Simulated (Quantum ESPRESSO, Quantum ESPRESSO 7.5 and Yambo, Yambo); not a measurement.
**TiO2 (Rutile): a self-consistent loop beyond G0W0, cycle by cycle**

Aim: iterate the self-energy on TiO2 (Rutile) and follow the gap from cycle to cycle.

Method: PBE and many-body steps on it, plane waves, in Quantum ESPRESSO 7.5 and Yambo 5.3.0.

**Experimental background.**

- Gap 3.03 eV: direct gap, E perpendicular to c; optical experiment; 1.6 K; bulk crystal (literature value) (quoted in “Shallow Valence Band of Rutile GeO2 and P-type Doping”, 2020, arxiv:2011.08928).

- Gap 3.28 eV: optical bandgap after anatase to rutile transformation; spectroscopic ellipsometry; film (polycrystalline sol-gel film on Si(100), annealed at high temperature below 800 °C) (“Photocatalytic Performance of Sol-Gel Prepared TiO2 Thin Films Annealed at Various Temperatures”, 2023, pmc:10419699).

- Gap 3.09 ± 0.06 eV: optical gap from Tauc plot assuming indirect allowed transition; UV/vis diffuse reflectance, Kubelka-Munk and Tauc analysis; film (30 nm ALD shell on quartz particles, grown at 200 C, annealed in air at 500 C; rutile-rich with some anatase) on SiO2 (quartz particles) (“Defect-Mediated Crystallization of the Particulate TiO2 Photocatalyst Grown by Atomic Layer Deposition”, 2024, pmc:11726664).

- Gap 3.05 eV: band gap; bulk crystal (literature experimental value) (quoted in “Hydrogen related defects in titanium dioxide at the interface to palladium”, 2021, arxiv:2112.05953).

## Step 1: Set-up

The structure is tetragonal, space group P4_2/mnm (No. 136). The conventional cell has a = 4.592 Å, b = 4.592 Å, c = 2.957 Å, α = 90.00°, β = 90.00°, γ = 90.00°. Ti has 6 O at 1.95 to 1.98 Å nearest. Nearest to O lie 3 Ti at 1.95 to 1.98 Å. Farther neighbours and most contacts between anions are not listed.

The cell and positions come from the Crystallography Open Database and are kept as given unless a step says otherwise.

## Step 2: Empty states on the mesh, 4×4×4 mesh, 89 bands

This step: Quantum ESPRESSO 7.5; DFT, PBE, plane waves, norm-conserving pseudopotentials.

The sums over transitions need many empty states on a uniform mesh; this step solves for them.

The input, pw.in:

```
&control
  calculation = 'nscf'
  prefix = 'x'
  outdir = 'o'
  pseudo_dir = 'pseudo'
/
&system
  ibrav = 0
  nat = 6
  ntyp = 2
  ecutwfc = 76.0
  nbnd = 89
  force_symmorphic = .true.
/
&electrons
  conv_thr = 1e-9
  electron_maxstep = 80
  diago_full_acc = .true.
  diago_thr_init = 5e-6
/
ATOMIC_SPECIES
  Ti 47.867 Ti.upf
  O 15.999 O.upf
CELL_PARAMETERS angstrom
  4.5922000000 0.0000000000 0.0000000000
  0.0000000000 4.5922000000 0.0000000000
  0.0000000000 0.0000000000 2.9574000000
ATOMIC_POSITIONS crystal
  Ti 0.0000000000 0.0000000000 0.0000000000
  Ti 0.5000000000 0.5000000000 0.5000000000
  O 0.3049600000 0.3049600000 0.0000000000
  O 0.1950400000 0.8049600000 0.5000000000
  O 0.6950400000 0.6950400000 0.0000000000
  O 0.8049600000 0.1950400000 0.5000000000
K_POINTS automatic
  4 4 4 0 0 0
```

Started as:

```
$ OMP_NUM_THREADS=1 mpirun -n 4 pw.x -nk 4 -in pw.in > pw.out
```

The log of the run:

```text
Program PWSCF v.7.5 starts

     This program is part of the open-source Quantum ESPRESSO suite
     for quantum simulation of materials; please cite
         "P. Giannozzi et al., J. Phys.:Condens. Matter 21 395502 (2009);
         "P. Giannozzi et al., J. Phys.:Condens. Matter 29 465901 (2017);
         "P. Giannozzi et al., J. Chem. Phys. 152 154105 (2020);
     in publications or presentations arising from this work. More details at

     Atomic positions and unit cell read from directory:
     o/x.save/

     Message from routine setup:
[...]
61.6158

          k = 0.0000 0.0000-0.7764 (  4648 PWs)   bands (ev):

[...]
50.7935  50.7935  51.6859  51.6859  53.7408  53.7408  54.8244  54.8244
    54.9111  54.9111  55.7552  55.7552  56.6217  56.6217  57.0585  57.0585
    59.4555

          k = 0.0000 0.2500 0.0000 (  4726 PWs)   bands (ev):

     [... further k-points ...]

     highest occupied, lowest unoccupied level (ev):     9.1604   11.0771

     XML data file, pseudopotentials, collected wavefunctions

=------------------------------------------------------------------------------=
   JOB DONE.
=------------------------------------------------------------------------------=
```

The job ended after 14 s (4 MPI ranks of Arm Neoverse V2, shared host; peak memory 0.36 GiB).

This step gave:

| Item | Value |
| --- | --- |
| gap | 1.917 eV |
| k of the valence top | 0, 0, 0 |
| k of the conduction bottom | 0, 0, 0 |
| least direct gap | 1.917 eV |
| k points computed | 21 |
| lowest point of the top converged band, above the valence top | 49.38 eV |

On this mesh the gap is 1.917 eV.

The density comes from a self-consistent run that is not shown.

## Step 3: Conversion and set-up

This step: Yambo 5.3.0; conversion and set-up on PBE, plane waves, norm-conserving pseudopotentials.

The states are converted to the many-body program's format and the q mesh is built.

Started as:

```
$ (cd o/x.save; p2y > p2y.log; mv SAVE ../..); yambo > setup.log
```

The log of the run:

```text
 Yambo, version 5.3.0

 [02] CORE Variables Setup
 =========================

  [02.01] Unit cells
  ==================

  Cell kind             :  Unknown
  Atoms in the cell     :  Ti  O
  number of Ti atoms    :  2
  number of O  atoms    :   4

  List of atomic masses
  Mass of Ti    :  47.86700
  Mass of O     :  15.99900

  List of atomic coordinates    : [cc]
  Ti1       :  0.000000  0.000000  0.000000  order 1
  Ti2       :  4.339000  4.339000  2.794338  order 2
  O1       :  2.646443  2.646443  0.000000  order 3
  O2       :  1.692557  6.985443  2.794338  order 4
[...]
K/Q-points units:
 rlu = crystal or reduced units; cc = cartesian coordinates; iku = interal k-units

 Q [ 1]         [rlu]:  0.000000  0.000000  0.000000
 Q [ 2]         [rlu]:  0.000000  0.000000  0.250000
 Q [ 3]         [rlu]:  0.000000  0.000000 -0.500000
[...]
Q [ 8]         [rlu]:  0.000000 -0.500000  0.250000
 Q [ 9]         [rlu]:  0.000000 -0.500000 -0.500000
 Q [10]         [rlu]:  0.250000  0.250000  0.000000
     [... 9 further rows ...]
 Q [20]         [rlu]: -0.250000  0.250000 -0.250000
 Q [21]         [rlu]: -0.250000  0.250000  0.500000

  [03.01] X indexes
  =================

   [03.01.01] Sigma indexes
   ========================

 [06] Game Over & Game summary
```

Run time: 2.3 s. Hardware: 1 MPI rank; peak memory 0.25 GiB.

## Step 4: G0W0

Now the one-shot GW correction: screening in the RPA, then the self-energy of the levels asked for.

This step: G0W0 on PBE, plane waves, norm-conserving pseudopotentials.

The input, gw1.in:

```
HF_and_locXC
gw0
dyson
ppa
em1d
rim_cut
RandQpts= 1000000
RandGvec= 1 RL
EXXRLvcs= 76 Ry
VXCRLvcs= 304 Ry
Chimod= "HARTREE"
% BndsRnXp
 1 | 89 |
%
NGsBlkXp= 7 Ry
% LongDrXp
 1 | 1 | 1 |
%
% GbndRnge
 1 | 89 |
%
DysSolver= "n"
ExtendOut
PPAPntXp= 27.21138 eV
% QPkrange
 1 | 21 | 15 | 32 |
%
```

Started as:

```
$ OMP_NUM_THREADS=1 mpirun -n 4 yambo -F gw1.in -J gw1 -C gw1 > gw1.log
```

The log of the run:

```text
 Yambo, version 5.3.0

 [02] CORE Variables Setup
 =========================

  [... cell, symmetries and grids as in the set-up ...]

  [02.05] Energies & Occupations
  ==============================

  [X] === General ===
  [X] Electronic Temperature                        :  0.000000  0.000000 [eV K]
  [X] Bosonic    Temperature                        :  0.000000  0.000000 [eV K]
  [X] Finite Temperature mode                       : no
  [X] El. density                                   :  0.76964E+24 [cm-3]
  [X] Fermi Level                                   :  9.160422 [eV]

  [X] === Gaps and Widths ===
  [X] Conduction Band Min                           :  1.916629 [eV]
  [X] Valence Band Max                              :  0.000000 [eV]
  [X] Filled Bands                                  :  24
  [X] Empty Bands                                   :   25   89
  [X] Direct Gap                                    :  1.916629 [eV]
  [X] Direct Gap localized at k                     :  1
  [X] Indirect Gap                                  :  1.916629 [eV]
  [X] Indirect Gap between kpts                     :  1  1
  [X] Last valence band width                       :  1.613133 [eV]
  [X] 1st conduction band width                     :  1.090839 [eV]

 [03] Transferred momenta grid and indexing
 ==========================================

 IBZ Q-points                                      :  21
 BZ  Q-points                                      :   64

 K/Q-points units:
 rlu = crystal or reduced units; cc = cartesian coordinates; iku = interal k-units

 Q [ 1]         [rlu]:  0.000000  0.000000  0.000000
 Q [ 2]         [rlu]:  0.000000  0.000000  0.250000
 Q [ 3]         [rlu]:  0.000000  0.000000 -0.500000
 Q [ 4]         [rlu]:  0.000000  0.250000  0.000000
 Q [ 5]         [rlu]:  0.000000  0.250000  0.250000
 Q [ 6]         [rlu]:  0.000000  0.250000 -0.500000
 Q [ 7]         [rlu]:  0.000000 -0.500000  0.000000
 Q [ 8]         [rlu]:  0.000000 -0.500000  0.250000
 Q [ 9]         [rlu]:  0.000000 -0.500000 -0.500000
 Q [10]         [rlu]:  0.250000  0.250000  0.000000
     [... 9 further rows ...]
 Q [20]         [rlu]: -0.250000  0.250000 -0.250000
 Q [21]         [rlu]: -0.250000  0.250000  0.500000

 [04] Coloumb potential Random Integration (RIM)
 ===============================================

  [04.01] RIM initialization
  ==========================

  * Diagonal components only detected *

  8 x (sBL volume)        :  0.073672 [a.u.]
  sBZ random points       :  1000000
  Points outside the sBZ  :   7992674
  RL volume               :  0.589375 [a.u.]
  Integrated volume       :  0.589915 [a.u.]

  [04.02] RIM integrals
  =====================

  Gamma point sphere radius             :  0.076042 [a.u.]
  Points outside the sphere             :   799882
  [Int_sBZ(q=0) 1/q^2]*(Vol_sBZ)^(-1/3) =:  7.512903
                                 should be <:  7.795600

  Summary of Coulomb integrals for non-metallic bands |Q|[au] RIM/Bare

  Q [1] 0.100000E-4 0.963736 * Q [4] 0.181009 0.939052
  Q [10] 0.255985 0.985952 * Q [19] 0.255985 0.986737
  Q [2] 0.281068 1.188993 * Q [5] 0.334310 1.095331
  Q [7] 0.362018 0.990090 * Q [11] 0.380168 1.056150
  Q [20] 0.380168 1.057463 * Q [13] 0.404748 0.994037
  Q [8] 0.458319 1.024774 * Q [14] 0.492768 1.018420
  Q [16] 0.511971 0.997230 * Q [3] 0.562135 1.047009
  Q [17] 0.584049 1.008928 * Q [6] 0.590559 1.038534
  Q [12] 0.617677 1.032084 * Q [21] 0.617677 1.031746
  Q [9] 0.668620 1.023519 * Q [15] 0.692689 1.020365
  Q [18] 0.760336 1.014142

 [05] Dipoles
 ============

  [05.01] Setup: observables and procedures
  =========================================

  [WARNING] [x,Vnl] slows the Dipoles computation. To neglect it rename the ns.kb_pp file

 [06] Dynamic Dielectric Matrix (PPA)
 ====================================

 [WR./gw1//ndb.pp]---------------------------------------------------------------
  Brillouin Zone Q/K grids (IBZ/BZ)                :   21   64   21   64
[...]
X e/h energy range                               : -1.000000 -1.000000 [eV]
  X Time ordering                                  : R
  X Hxc Kernel                                     : HARTREE
  X Drude frequency                                :  0.000000  0.000000
  X poles                                          :  100.0000 [o/o]
  RL vectors in the sum                            :   6025
  [r,Vnl] included                                 : yes
  Field direction                                  :  0.577350E-5  0.577350E-5  0.577350E-5
  BZ energy Double Grid                            : no
  BZ energy DbGd points                            : 0
  BZ Q point size factor                           : -1.000000
  X Optical Averaged directions                    : none

 [07] Local Exchange-Correlation + Non-Local Fock
 ================================================

 [VXC] Plane waves :   37691
 [EXS] Plane waves :   4695

 QP @ state[ 1 ] K range:   1  21
 QP @ state[ 1 ] b range:   15   32

 [xc] Functional : Perdew, Burke & Ernzerhof(X)+Perdew, Burke & Ernzerhof(C)
 [xc] LIBXC used to calculate xc functional
  PP Number of Atomic Species                      :  2
  NLCC RL compoments                               :   37691
  PP Number of Atomic Species                      :  2
  NLCC RL compoments                               :   37691

 [xc] E_xc :  -28.60751 [Ha]
      E_xc :  -57.21501 [Ry]

  Local XC kind (lXC) : Perdew, Burke & Ernzerhof(X)+Perdew, Burke & Ernzerhof(C)
  Non-Local XC kind (nlXC) : Hartree-Fock

  Corrections @ K [1] :  [eV]
 <15|nlXC|15> = -21.82735 -0.47138E-17 <15|lXC|15> = -15.89010 -0.11329E-14
 <16|nlXC|16> = -24.74056  0.49201E-17 <16|lXC|16> = -19.65468 -0.75527E-15
 <17|nlXC|17> = -24.74109 -0.14430E-17 <17|lXC|17> = -19.65427 -0.18882E-15
 <18|nlXC|18> = -24.16608  0.64484E-17 <18|lXC|18> = -18.74350  0.000000
 <19|nlXC|19> = -24.16667  0.18917E-16 <19|lXC|19> = -18.74350  0.94408E-16
 <20|nlXC|20> = -24.95940  0.29078E-19 <20|lXC|20> = -19.68382  0.37763E-15
[...]
Corrections @ K [2] :  [eV]
[...]
Corrections @ K [3] :  [eV]
[...]
Corrections @ K [4] :  [eV]
[...]
Corrections @ K [5] :  [eV]
[...]
[... 15 further k-points ...]
  Corrections @ K [21] :  [eV]
[...]
<30|nlXC|30> = -13.58498  0.19115E-17 <30|lXC|30> = -22.03808  0.17702E-15
 <31|nlXC|31> = -14.75480  0.30979E-18 <31|lXC|31> = -23.15043  0.37763E-15
 <32|nlXC|32> = -14.63061  0.10065E-17 <32|lXC|32> = -23.01128 -0.94408E-16

  [07.01] Hartree-Fock occupations report
  =======================================

  [Hartree-Fock] === General ===
  [Hartree-Fock] Electronic Temperature             :  0.000000  0.000000 [eV K]
  [Hartree-Fock] Bosonic    Temperature             :  0.000000  0.000000 [eV K]
  [Hartree-Fock] Finite Temperature mode            : no
  [Hartree-Fock] El. density                        :  0.76964E+24 [cm-3]
  [Hartree-Fock] Fermi Level                        :  9.160422 [eV]

  [Hartree-Fock] === Gaps and Widths ===
  [Hartree-Fock] Conduction Band Min                :  9.732434 [eV]
  [Hartree-Fock] Valence Band Max                   : -4.633838 [eV]
  [Hartree-Fock] Filled Bands                       :  24
  [Hartree-Fock] Empty Bands                        :   25   89
  [Hartree-Fock] Direct Gap                         :  14.61071 [eV]
  [Hartree-Fock] Direct Gap localized at k          :  1
  [Hartree-Fock] Indirect Gap                       :  14.36627 [eV]
  [Hartree-Fock] Indirect Gap between kpts          :   1  21
  [Hartree-Fock] Last valence band width            :  1.865330 [eV]
  [Hartree-Fock] 1st conduction band width          :  1.396133 [eV]

 [08] Dyson equation: Newton solver
 ==================================

  [08.01] G0W0 (W PPA)
  ====================

  [  GW  ] Bands range     :    1   89
  [GW/PPA] G damping       :  0.100000 [eV]

  QP @ state[ 1 ] K range:   1  21
  QP @ state[ 1 ] b range:   15   32

   Sc/G bands                                       :    1   89
   Sc/G damping                                     :  0.100000 ev
   Sc bands terminator                              : no
   Sx RL components                                 :   4695

   QP @ state[ 1 ] K range                          :   1  21
   QP @ state[ 1 ] b range                          :   15   32
   GF energies kind                                 : Perdew, Burke & Ernzerhof(X)+Perdew, Burke & Ernzerhof(C)
   GF WF`s kind                                     : Perdew, Burke & Ernzerhof(X)+Perdew, Burke & Ernzerhof(C)
   Xs energies kind                                 : Perdew, Burke & Ernzerhof(X)+Perdew, Burke & Ernzerhof(C)
   Xs WF`s kind                                     : Perdew, Burke & Ernzerhof(X)+Perdew, Burke & Ernzerhof(C)

 [11] Game Over & Game summary
```

Elapsed: 13 min, on 4 MPI ranks; peak memory 3.6 GiB; 51 min of CPU time.

Numbers from this step:

```yaml
g0w0_gap_on_the_mesh: 3.317 eV
starting_gap_on_the_mesh: 1.917 eV
k_of_the_valence_top: 0, 0, 0
k_of_the_conduction_bottom: 0, -0.5, -0.5
least_direct_g0w0_gap_on_the_computed_points: 3.401 eV
z_at_the_valence_top: 0.7620
z_at_the_conduction_bottom: 0.7723
```

The gap on the mesh goes from 1.92 eV to 3.32 eV, a correction of +1.40 eV.

## Step 5: evGW0, cycle 1

This step: evGW0 on PBE, plane waves, norm-conserving pseudopotentials.

gw2.in, as its differences from gw1.in of step 4:

```diff
@@ -27 +27,2 @@
 %
+GfnQPdb= "E < ./gw1/ndb.QP"
```

Started as:

```
$ OMP_NUM_THREADS=1 mpirun -n 4 yambo -F gw2.in -J gw2,gw1_W -C gw2 > gw2.log
```

The log of the run:

```text
 Yambo, version 5.3.0

 [02] CORE Variables Setup
 =========================

  [... cell, symmetries and grids as in the set-up ...]

  [02.05] Energies & Occupations
  ==============================

  [X] === General ===
  [X] Electronic Temperature                        :  0.000000  0.000000 [eV K]
  [X] Bosonic    Temperature                        :  0.000000  0.000000 [eV K]
  [X] Finite Temperature mode                       : no
  [X] El. density                                   :  0.76964E+24 [cm-3]
  [X] Fermi Level                                   :  9.160422 [eV]

  [X] === Gaps and Widths ===
  [X] Conduction Band Min                           :  1.916629 [eV]
  [X] Valence Band Max                              :  0.000000 [eV]
  [X] Filled Bands                                  :  24
  [X] Empty Bands                                   :   25   89
  [X] Direct Gap                                    :  1.916629 [eV]
  [X] Direct Gap localized at k                     :  1
  [X] Indirect Gap                                  :  1.916629 [eV]
  [X] Indirect Gap between kpts                     :  1  1
  [X] Last valence band width                       :  1.613133 [eV]
  [X] 1st conduction band width                     :  1.090839 [eV]

 [03] Transferred momenta grid and indexing
 ==========================================

 IBZ Q-points                                      :  21
 BZ  Q-points                                      :   64

 K/Q-points units:
 rlu = crystal or reduced units; cc = cartesian coordinates; iku = interal k-units

 Q [ 1]         [rlu]:  0.000000  0.000000  0.000000
 Q [ 2]         [rlu]:  0.000000  0.000000  0.250000
 Q [ 3]         [rlu]:  0.000000  0.000000 -0.500000
[...]
[G+QP] Direct Gap localized at k                  :  1
  [G+QP] Indirect Gap                               :  3.318058 [eV]
  [G+QP] Indirect Gap between kpts                  :   1   9
  [G+QP] Last valence band width                    :  1.845081 [eV]
  [G+QP] 1st conduction band width                  :  1.170936 [eV]

  [coarse-grid] Minimum Bare Gap        [ev]:  1.916629
  [coarse-grid] Minimum Gap Correction  [ev]:  1.401429

  Eqp @ K [ 1]
  -61.97065 -61.95191 -36.20287 -36.20287 -36.02183 -36.02182 -35.97613 -35.93900
  -19.82480 -18.55248 -17.73355 -17.73354  -6.34048  -5.89064  -5.53984  -4.04057
  -4.047630 -2.964621 -2.965526 -2.321551 -0.805195 -0.473769 -0.474144  0.000000
[...]
Eqp @ K [ 2]
[...]
Eqp @ K [ 3]
[...]
Eqp @ K [ 8]
[...]
Eqp @ K [ 9]
[...]
[... 54 further rows ...]
    7.84232   8.92887  14.17141  15.08233  15.67343  17.30891  18.22692  18.77683
   19.87880  20.03925  20.37749  21.31927  21.32632  24.03752  24.09545  26.81726

 [07] Dipoles
 ============

  [07.01] Setup: observables and procedures
  =========================================

 [08] Dynamic Dielectric Matrix (PPA)
 ====================================

   Sc/G bands                                       :    1   89
   Sc/G damping                                     :  0.100000 ev
   Sc bands terminator                              : no
   Sx RL components                                 :   4695

   QP @ state[ 1 ] K range                          :   1  21
   QP @ state[ 1 ] b range                          :   15   32
   GF energies kind                                 : Perdew, Burke & Ernzerhof(X)+Perdew, Burke & Ernzerhof(C)+ E < ./gw1/ndb.QP + @E Fit
   GF WF`s kind                                     : Perdew, Burke & Ernzerhof(X)+Perdew, Burke & Ernzerhof(C)
   Xs energies kind                                 : Perdew, Burke & Ernzerhof(X)+Perdew, Burke & Ernzerhof(C)
   Xs WF`s kind                                     : Perdew, Burke & Ernzerhof(X)+Perdew, Burke & Ernzerhof(C)

 [13] Game Over & Game summary
```

Wall time 11 min (4 MPI ranks); peak memory 3.5 GiB; 43 min of CPU time.

Numbers from this step:

* quasiparticle gap on the mesh: 3.600 eV
* gap of the density functional on the mesh: 1.917 eV
* k of the valence top: 0, 0, 0
* k of the conduction bottom: 0, -0.5, -0.5
* least direct quasiparticle gap on the computed points: 3.703 eV
* Z at the valence top: 0.7670
* Z at the conduction bottom: 0.7923

Against G0W0 in Yambo (4×4×4 mesh, 89 bands, screening to 95.2 eV, Godby-Needs plasmon pole), the gap moves by +0.282 eV.

The program's own table gives 3.883 eV, which is too large where the input levels are shifted: this version takes Σc at the unshifted level E₀, yet steps from the shifted one. The value above is the Newton step from E₀, E₀ + Z(Σc + Σx − Vxc), rebuilt from the printed columns.

(Part 1 of 2 ends here.)

[Paths, hosts, dates, memory and timing lines, banners, echoed tables and standing remarks are left out of the program output.]

[Logs are printed without paths, hosts, clocks, repeated set-up lines and the standing remarks that a program may print on its own settings, such as how far it seeks lower states.]

[Runs of the session that timed out or met a known fault of the program may be left out.]

[Hosts, paths, dates, database ids (printed as entryN), source tags and the programs' standing remarks are cut or masked in the printed files.]
